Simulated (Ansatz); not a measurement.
# Work function of Pd(100): what the settings cost and change

How thick a slab and how much vacuum does the work function of Pd(100) need?

Main program and level: Ansatz 0.2.0; plane-wave DFT, PBE, Ansatz PAW.

Experimental background.

“Anisotropic work function of elemental crystals” (2019, arxiv:1902.07811) quotes from earlier work for Pd (clean (100) face, a compiled value): work function (clean (100) face, a compiled value) 5.48 eV.

This is a report of a sequence of runs, with the program logs left out and the cost of each run kept.

### 1. Set-up

The cell holds 1 atom: 1 Pd. Cell: a = 2.751 Å, b = 2.751 Å, c = 18.000 Å, α = 90.0°, β = 90.0°, γ = 90.0°. Vacuum lies along c.

### 2. Run, setting 1 layer

A work function rests on the faint tail of the density, so the SCF threshold is tight. The slab grows from one layer, at fixed mesh and 18 Å of vacuum; then the vacuum is varied on one slab.

File input.yaml:

```yaml
crystal:
  lattice:
    - [2.7506453788, 0.0, 0.0]
    - [0.0, 2.7506453788, 0.0]
    - [0.0, 0.0, 18.0]
  atoms:
    - { symbol: Pd, position: [0.5, 0.5, 0.5] }
kpoints:
  mp_grid: { grid: [15, 15, 1] }
hamiltonian:
  xc: pbe
scf:
  occupations: { method: fermi_dirac, width: 0.1 }
  convergence: { dr2_threshold: 1.0e-09 }
efield:
  axis: 3
  dipole_correction: true
  ramp_position: 0.97
  ramp_width: 0.06
output:
  write_potential: true
  write_density: true
  volumetric_format: npy
  elf: true
```

Launch:

```sh
> ansatz run input.yaml --threads 2 --pin off --max-ram 3072MiB --backend cpu --events-out ev --progress --plain --runs-dir out
```

It took 5.5 s on 2 threads of Intel Xeon 6975P-C (Granite Rapids), shared host; peak memory 0.45 GiB.

Read from the output:

```yaml
energy_at_zero_smearing: -6971.2821 eV
work_function_upper_face: 5.663 eV
```

Running mean over 1.945 Å of the planar mean; the ramp of the sawtooth is left out. Electron's electrostatic potential energy less the Fermi level against z:

```tsv
z (Å)	electron's electrostatic potential energy less the Fermi level (eV)
3.0	5.66
3.5	5.66
4.0	5.66
4.5	5.66
5.0	5.66
5.5	5.65
6.0	5.62
6.5	5.52
7.0	5.09
7.5	3.26
8.0	-1.21
8.5	-5.81
9.0	-7.40
9.5	-5.81
10.0	-1.21
10.5	3.26
11.0	5.09
11.5	5.52
12.0	5.62
12.5	5.65
13.0	5.66
13.5	5.66
14.0	5.66
14.5	5.66
15.0	5.66
```

Electrostatic potential energy in the ca plane at fractional y = 0.500, with atoms of Pd within 0.2 Å of it. With pseudopotentials it is smooth inside the atoms' cores, unlike the true potential.

Ten even steps from '0' (-36 eV) to '9' (3 eV), each cell a mean:
```
99999999999999999999877899999999999999999999
99999999999999999999622489999999999999999999
99999999999999999998300069999999999999999999
99999999999999999997100059999999999999999999
99999999999999999998200059999999999999999999
99999999999999999998500279999999999999999999
99999999999999999999865789999999999999999999
99999999999999999999988899999999999999999999
```
Columns run along c (18.0 Å; values clipped at the 3rd and 97th percentile), rows up along a (2.8 Å). Atoms in or near the plane, at fractional coordinates: Pd at (0.50, 0.50).

ELF in the ca plane at fractional y = 0.500, with atoms of Pd within 0.2 Å of it. It is the smooth field of the valence electrons, not physical close to the nuclei.

Values, 5 rows by 16 columns, each cell a mean:
```
0.00 0.00 0.00 0.00 0.00 0.01 0.08 0.22 0.24 0.10 0.02 0.00 0.00 0.00 0.00 0.00
0.00 0.00 0.00 0.00 0.00 0.02 0.11 0.40 0.44 0.15 0.02 0.00 0.00 0.00 0.00 0.00
0.00 0.00 0.00 0.00 0.00 0.02 0.13 0.42 0.42 0.16 0.03 0.00 0.00 0.00 0.00 0.00
0.00 0.00 0.00 0.00 0.00 0.01 0.10 0.35 0.40 0.13 0.02 0.00 0.00 0.00 0.00 0.00
0.00 0.00 0.00 0.00 0.00 0.01 0.07 0.18 0.19 0.09 0.01 0.00 0.00 0.00 0.00 0.00
```
Columns run along c (18.0 Å), rows up along a (2.8 Å). Atoms in or near the plane, at fractional coordinates: Pd at (0.50, 0.50).

Valence density in the ca plane at fractional y = 0.500, with atoms of Pd within 0.2 Å of it. It is the smooth field of the valence electrons, not physical close to the nuclei.

Ten steps, logarithmic in the rise over the least value, from '0' (0 e/Å³) to '9' (13 e/Å³), each cell a mean:
```
00000000000000000001233210000000000000000000
00000000000000000001366521000000000000000000
00000000000000000002589731000000000000000000
00000000000000000003799841000000000000000000
00000000000000000002699841000000000000000000
00000000000000000001477631000000000000000000
00000000000000000001244310000000000000000000
00000000000000000000122210000000000000000000
```
Columns run along c (18.0 Å), rows up along a (2.8 Å). Atoms in or near the plane, at fractional coordinates: Pd at (0.50, 0.50).

The work function is 5.663 eV.

### 3. Run, 2 atoms

System of this step: Pd(100). The cell holds 2 atoms: 2 Pd. Cell: a = 2.751 Å, b = 2.751 Å, c = 19.945 Å, α = 90.0°, β = 90.0°, γ = 90.0°. Vacuum lies along c.

input.yaml, the sections that differ from step 2:

```yaml
crystal:
  lattice:
    - [2.7506453788, 0.0, 0.0]
    - [0.0, 2.7506453788, 0.0]
    - [0.0, 0.0, 19.945]
  atoms:
    - { symbol: Pd, position: [0.5, 0.5, 0.4512409125] }
    - { symbol: Pd, position: [0.0, 0.0, 0.5487590875] }
output:
  write_potential: true
  write_density: true
  volumetric_format: npy
# kpoints, hamiltonian, scf, efield: as in step 2
```

Run time: 9.6 s. Hardware: 2 threads; peak memory 0.46 GiB; 16 s of CPU time.

The work function is 5.086 eV, -0.577 eV from the run “1 layer”, at 1.9 times its CPU time.

### 4. Slab, 3 atoms

System of this step: Pd(100). The cell holds 3 atoms: 3 Pd. Cell: a = 2.751 Å, b = 2.751 Å, c = 21.890 Å, α = 90.0°, β = 90.0°, γ = 90.0°. Vacuum lies along c.

input.yaml, the sections that differ from step 3:

```yaml
crystal:
  lattice:
    - [2.7506453788, 0.0, 0.0]
    - [0.0, 2.7506453788, 0.0]
    - [0.0, 0.0, 21.89]
  atoms:
    - { symbol: Pd, position: [0.0, 0.0, 0.4111466423] }
    - { symbol: Pd, position: [0.5, 0.5, 0.5] }
    - { symbol: Pd, position: [0.0, 0.0, 0.5888533577] }
# kpoints, hamiltonian, scf, efield, output: as in step 3
```

It took 15 s on 2 threads; peak memory 0.51 GiB.

The work function is 5.079 eV, -0.007 eV from the run “2 layers”, at 1.6 times its CPU time.

### 5. Slab, 4 atoms

System of this step: Pd(100). The cell holds 4 atoms: 4 Pd. Its edges and angles: a = 2.751 Å, b = 2.751 Å, c = 23.835 Å, α = 90.0°, β = 90.0°, γ = 90.0°. Vacuum lies along c.

input.yaml, the sections that differ from step 4:

```yaml
crystal:
  lattice:
    - [2.7506453788, 0.0, 0.0]
    - [0.0, 2.7506453788, 0.0]
    - [0.0, 0.0, 23.835]
  atoms:
    - { symbol: Pd, position: [0.5, 0.5, 0.3775959723] }
    - { symbol: Pd, position: [0.0, 0.0, 0.4591986574] }
    - { symbol: Pd, position: [0.5, 0.5, 0.5408013426] }
    - { symbol: Pd, position: [0.0, 0.0, 0.6224040277] }
# kpoints, hamiltonian, scf, efield, output: as in step 4
```

Run time: 25 s. Hardware: 2 threads; peak memory 0.6 GiB.

The work function is 5.092 eV, +0.013 eV from the run “3 layers”, at 1.6 times its CPU time.

### 6. Run, 5 atoms

System of this step: Pd(100). The cell holds 5 atoms: 5 Pd. Its edges and angles: a = 2.751 Å, b = 2.751 Å, c = 25.780 Å, α = 90.0°, β = 90.0°, γ = 90.0°. Vacuum lies along c.

input.yaml, the sections that differ from step 5:

```yaml
crystal:
  lattice:
    - [2.7506453788, 0.0, 0.0]
    - [0.0, 2.7506453788, 0.0]
    - [0.0, 0.0, 25.78]
  atoms:
    - { symbol: Pd, position: [0.0, 0.0, 0.3491078355] }
    - { symbol: Pd, position: [0.5, 0.5, 0.4245539178] }
    - { symbol: Pd, position: [0.0, 0.0, 0.5] }
    - { symbol: Pd, position: [0.5, 0.5, 0.5754460822] }
    - { symbol: Pd, position: [0.0, 0.0, 0.6508921645] }
# kpoints, hamiltonian, scf, efield, output: as in step 5
```

Run time: 31 s. Hardware: 2 threads; peak memory 0.69 GiB.

The work function is 5.083 eV, -0.009 eV from the run “4 layers”, at 1.3 times its CPU time.

### 7. Run, 6 atoms

System of this step: Pd(100). The cell holds 6 atoms: 6 Pd. Its edges and angles: a = 2.751 Å, b = 2.751 Å, c = 27.725 Å, α = 90.0°, β = 90.0°, γ = 90.0°. Vacuum lies along c.

input.yaml, the sections that differ from step 6:

```yaml
crystal:
  lattice:
    - [2.7506453788, 0.0, 0.0]
    - [0.0, 2.7506453788, 0.0]
    - [0.0, 0.0, 27.725]
  atoms:
    - { symbol: Pd, position: [0.5, 0.5, 0.3246167719] }
    - { symbol: Pd, position: [0.0, 0.0, 0.3947700631] }
    - { symbol: Pd, position: [0.5, 0.5, 0.4649233544] }
    - { symbol: Pd, position: [0.0, 0.0, 0.5350766456] }
    - { symbol: Pd, position: [0.5, 0.5, 0.6052299369] }
    - { symbol: Pd, position: [0.0, 0.0, 0.6753832281] }
# kpoints, hamiltonian, scf, efield, output: as in step 6
```

It took 38 s on 2 threads; peak memory 0.8 GiB; 70 s of CPU time.

The work function is 5.089 eV, +0.006 eV from the run “5 layers”, at 1.3 times its CPU time.

### 8. Run, 8 atoms

System of this step: Pd(100). The cell holds 8 atoms: 8 Pd. Its edges and angles: a = 2.751 Å, b = 2.751 Å, c = 31.615 Å, α = 90.0°, β = 90.0°, γ = 90.0°. Vacuum lies along c.

input.yaml, the sections that differ from step 7:

```yaml
crystal:
  lattice:
    - [2.7506453788, 0.0, 0.0]
    - [0.0, 2.7506453788, 0.0]
    - [0.0, 0.0, 31.615]
  atoms:
    - { symbol: Pd, position: [0.5, 0.5, 0.284674996] }
    - { symbol: Pd, position: [0.0, 0.0, 0.3461964257] }
    - { symbol: Pd, position: [0.5, 0.5, 0.4077178554] }
    - { symbol: Pd, position: [0.0, 0.0, 0.4692392851] }
    - { symbol: Pd, position: [0.5, 0.5, 0.5307607149] }
    - { symbol: Pd, position: [0.0, 0.0, 0.5922821446] }
    - { symbol: Pd, position: [0.5, 0.5, 0.6538035743] }
    - { symbol: Pd, position: [0.0, 0.0, 0.715325004] }
# kpoints, hamiltonian, scf, efield, output: as in step 7
```

Elapsed: 73 s, on 2 threads; peak memory 1 GiB; 2.3 min of CPU time.

The work function is 5.084 eV, -0.005 eV from the run “6 layers”, at 1.9 times its CPU time.

### 9. Slab, 10 atoms

System of this step: Pd(100). The cell holds 10 atoms: 10 Pd. Its edges and angles: a = 2.751 Å, b = 2.751 Å, c = 35.505 Å, α = 90.0°, β = 90.0°, γ = 90.0°. Vacuum lies along c.

input.yaml, the sections that differ from step 8:

```yaml
crystal:
  lattice:
    - [2.7506453788, 0.0, 0.0]
    - [0.0, 2.7506453788, 0.0]
    - [0.0, 0.0, 35.505]
  atoms:
    - { symbol: Pd, position: [0.5, 0.5, 0.2534854246] }
    - { symbol: Pd, position: [0.0, 0.0, 0.3082664413] }
    - { symbol: Pd, position: [0.5, 0.5, 0.3630474581] }
    - { symbol: Pd, position: [0.0, 0.0, 0.4178284749] }
    - { symbol: Pd, position: [0.5, 0.5, 0.4726094916] }
    - { symbol: Pd, position: [0.0, 0.0, 0.5273905084] }
    - { symbol: Pd, position: [0.5, 0.5, 0.5821715251] }
    - { symbol: Pd, position: [0.0, 0.0, 0.6369525419] }
    - { symbol: Pd, position: [0.5, 0.5, 0.6917335587] }
    - { symbol: Pd, position: [0.0, 0.0, 0.7465145754] }
# kpoints, hamiltonian, scf, efield, output: as in step 8
```

The job ended after 1.7 min (2 threads; peak memory 1.3 GiB).

The work function is 5.087 eV, +0.003 eV from the run “8 layers”, at 1.4 times its CPU time.

### 10. Run, 13 atoms

System of this step: Pd(100). The cell holds 13 atoms: 13 Pd. Cell: a = 2.751 Å, b = 2.751 Å, c = 41.340 Å, α = 90.0°, β = 90.0°, γ = 90.0°. Vacuum lies along c.

input.yaml, the sections that differ from step 9:

```yaml
crystal:
  lattice:
    - [2.7506453788, 0.0, 0.0]
    - [0.0, 2.7506453788, 0.0]
    - [0.0, 0.0, 41.34]
  atoms:
    - { symbol: Pd, position: [0.0, 0.0, 0.2177068215] }
    - { symbol: Pd, position: [0.5, 0.5, 0.2647556846] }
    - { symbol: Pd, position: [0.0, 0.0, 0.3118045477] }
    - { symbol: Pd, position: [0.5, 0.5, 0.3588534107] }
    - { symbol: Pd, position: [0.0, 0.0, 0.4059022738] }
    - { symbol: Pd, position: [0.5, 0.5, 0.4529511369] }
    - { symbol: Pd, position: [0.0, 0.0, 0.5] }
    - { symbol: Pd, position: [0.5, 0.5, 0.5470488631] }
    - { symbol: Pd, position: [0.0, 0.0, 0.5940977262] }
    - { symbol: Pd, position: [0.5, 0.5, 0.6411465893] }
    - { symbol: Pd, position: [0.0, 0.0, 0.6881954523] }
    - { symbol: Pd, position: [0.5, 0.5, 0.7352443154] }
    - { symbol: Pd, position: [0.0, 0.0, 0.7822931785] }
# kpoints, hamiltonian, scf, efield, output: as in step 9
```

Wall time 2.9 min (2 threads); peak memory 1.9 GiB.

The work function is 5.087 eV, +0.000 eV from the run “10 layers”, at 1.8 times its CPU time.

### 11. Run, 7 atoms

System of this step: Pd(100). The cell holds 7 atoms: 7 Pd. Its edges and angles: a = 2.751 Å, b = 2.751 Å, c = 21.670 Å, α = 90.0°, β = 90.0°, γ = 90.0°. Vacuum lies along c.

input.yaml, the sections that differ from step 10:

```yaml
crystal:
  lattice:
    - [2.7506453788, 0.0, 0.0]
    - [0.0, 2.7506453788, 0.0]
    - [0.0, 0.0, 21.67]
  atoms:
    - { symbol: Pd, position: [0.0, 0.0, 0.2307337333] }
    - { symbol: Pd, position: [0.5, 0.5, 0.3204891555] }
    - { symbol: Pd, position: [0.0, 0.0, 0.4102445778] }
    - { symbol: Pd, position: [0.5, 0.5, 0.5] }
    - { symbol: Pd, position: [0.0, 0.0, 0.5897554222] }
    - { symbol: Pd, position: [0.5, 0.5, 0.6795108445] }
    - { symbol: Pd, position: [0.0, 0.0, 0.7692662667] }
# kpoints, hamiltonian, scf, efield, output: as in step 10
```

It took 35 s on 2 threads; peak memory 0.73 GiB.

The work function is 5.083 eV. The program marks this work function as in doubt.

### 12. Slab, 7 atoms

The cell differs from the one that the last finished run ended in (c 21.670 → 25.670 Å).

input.yaml, the sections that differ from step 11:

```yaml
crystal:
  lattice:
    - [2.7506453788, 0.0, 0.0]
    - [0.0, 2.7506453788, 0.0]
    - [0.0, 0.0, 25.67]
  atoms:
    - { symbol: Pd, position: [0.0, 0.0, 0.2726918582] }
    - { symbol: Pd, position: [0.5, 0.5, 0.3484612388] }
    - { symbol: Pd, position: [0.0, 0.0, 0.4242306194] }
    - { symbol: Pd, position: [0.5, 0.5, 0.5] }
    - { symbol: Pd, position: [0.0, 0.0, 0.5757693806] }
    - { symbol: Pd, position: [0.5, 0.5, 0.6515387612] }
    - { symbol: Pd, position: [0.0, 0.0, 0.7273081418] }
# kpoints, hamiltonian, scf, efield, output: as in step 11
```

Elapsed: 33 s, on 2 threads; peak memory 0.85 GiB; 63 s of CPU time.

The work function is 5.086 eV, +0.003 eV from the run “7 layers, 10 Å of vacuum”, at 0.92 times its CPU time.

### 13. Slab, 7 atoms (run 2)

The cell differs from the one that the last finished run ended in (c 25.670 → 37.670 Å).

input.yaml, the sections that differ from step 12:

```yaml
crystal:
  lattice:
    - [2.7506453788, 0.0, 0.0]
    - [0.0, 2.7506453788, 0.0]
    - [0.0, 0.0, 37.67]
  atoms:
    - { symbol: Pd, position: [0.0, 0.0, 0.3451022033] }
    - { symbol: Pd, position: [0.5, 0.5, 0.3967348022] }
    - { symbol: Pd, position: [0.0, 0.0, 0.4483674011] }
    - { symbol: Pd, position: [0.5, 0.5, 0.5] }
    - { symbol: Pd, position: [0.0, 0.0, 0.5516325989] }
    - { symbol: Pd, position: [0.5, 0.5, 0.6032651978] }
    - { symbol: Pd, position: [0.0, 0.0, 0.6548977967] }
# kpoints, hamiltonian, scf, efield, output: as in step 12
```

Elapsed: 56 s, on 2 threads; peak memory 1.1 GiB.

The work function is 5.086 eV, +0.000 eV from the run “7 layers, 14 Å of vacuum”, at 1.7 times its CPU time.

### 14. Side by side

Times are for 2 threads of Intel Xeon 6975P-C (Granite Rapids), shared host. The series side by side:

```tsv
no.	setting	work function, upper face (eV)	time	memory (GiB)
1	1 layer	5.663	5.5 s	0.45
2	2 layers	5.086	9.6 s	0.46
3	3 layers	5.079	15 s	0.51
4	4 layers	5.092	25 s	0.6
5	5 layers	5.083	31 s	0.69
6	6 layers	5.089	38 s	0.8
7	8 layers	5.084	73 s	1.0
8	10 layers	5.087	1.7 min	1.3
9	13 layers	5.087	2.9 min	1.9
10	7 layers, 10 Å of vacuum	5.083	35 s	0.73
11	7 layers, 14 Å of vacuum	5.086	33 s	0.85
12	7 layers, 26 Å of vacuum	5.086	56 s	1.1
```

### 15. Varying the input

System of this step: Pd(100) monolayer. The cell holds 1 atom: 1 Pd. Cell: a = 2.751 Å, b = 2.751 Å, c = 18.000 Å, α = 90.0°, β = 90.0°, γ = 90.0°. Vacuum lies along c.

An input spoilt on purpose, to show how the run answers: it repeats the earlier run “1 layer” with efield.amplitude to 5.0, and scf.max_iter set to 75; its output block differs too.

input.yaml, the sections that differ from step 13:

```yaml
crystal:
  lattice:
    - [2.7506453788, 0.0, 0.0]
    - [0.0, 2.7506453788, 0.0]
    - [0.0, 0.0, 18.0]
  atoms:
    - { symbol: Pd, position: [0.5, 0.5, 0.5] }
scf:
  occupations: { method: fermi_dirac, width: 0.1 }
  convergence: { dr2_threshold: 1.0e-09 }
  max_iter: 75
efield:
  axis: 3
  dipole_correction: true
  ramp_position: 0.97
  ramp_width: 0.06
  amplitude: 5.0
# kpoints, hamiltonian, output: as in step 13
```

The job ended after 6.7 s (2 threads; peak memory 0.43 GiB; 12 s of CPU time).

In so strong a field the program warns of density in the ramp of the sawtooth; these numbers are not the system's.

### 16. Summary of results

| Quantity | Value |
| --- | --- |
| work function, 1 layer | 5.663 eV |
| work function, 3 layers | 5.079 eV |
| work function, 6 layers | 5.089 eV |
| work function, 13 layers | 5.087 eV |

What this shows: The thickest slab gives 5.09 eV, and the settings tried spread the value from 5.08 to 5.66 eV. At 18 Å of vacuum, the slabs from 2 layers on stay within 0.01 eV of the thickest. Going from 10 to 26 Å of vacuum moves it by 0.003 eV. The program marks the value as in doubt in “7 layers, 10 Å of vacuum”. The ladder's slabs use the tabulated experimental lattice constant (two decimals; a low-temperature value for the alkali metals). The main runs have no spin polarisation; a magnetic state could lie lower and would change these results. In 1 run of the series (7 layers, 10 Å of vacuum) the program warns that electrons reach the sawtooth's ramp, which makes dipole and work function less sure.

Calculation against experiment:

| quantity | measured | 13 layers |
| --- | --- | --- |
| work function (clean (100) face, a compiled value) (eV) | 5.48 | 5.09 (-0.39 eV) |

Measured values from arxiv:1902.07811 (2019).

How well it matches: The work function is off by -0.39 eV: a clear miss. No cell relaxation is part of this session.

[Long decimals in the printed logs are rounded to 6 places.]

[Logs are printed without paths, hosts, clocks, repeated set-up lines and the standing remarks that a program may print on its own settings, such as how far it seeks lower states.]

[Hosts, paths, dates, database ids (printed as entryN), source tags and the programs' standing remarks are cut or masked in the printed files.]

[Maps of the electrostatic potential energy from Ansatz leave out the sawtooth potential of an applied field or a dipole correction, so their vacuum need not be flat; planar profiles and work functions include it.]
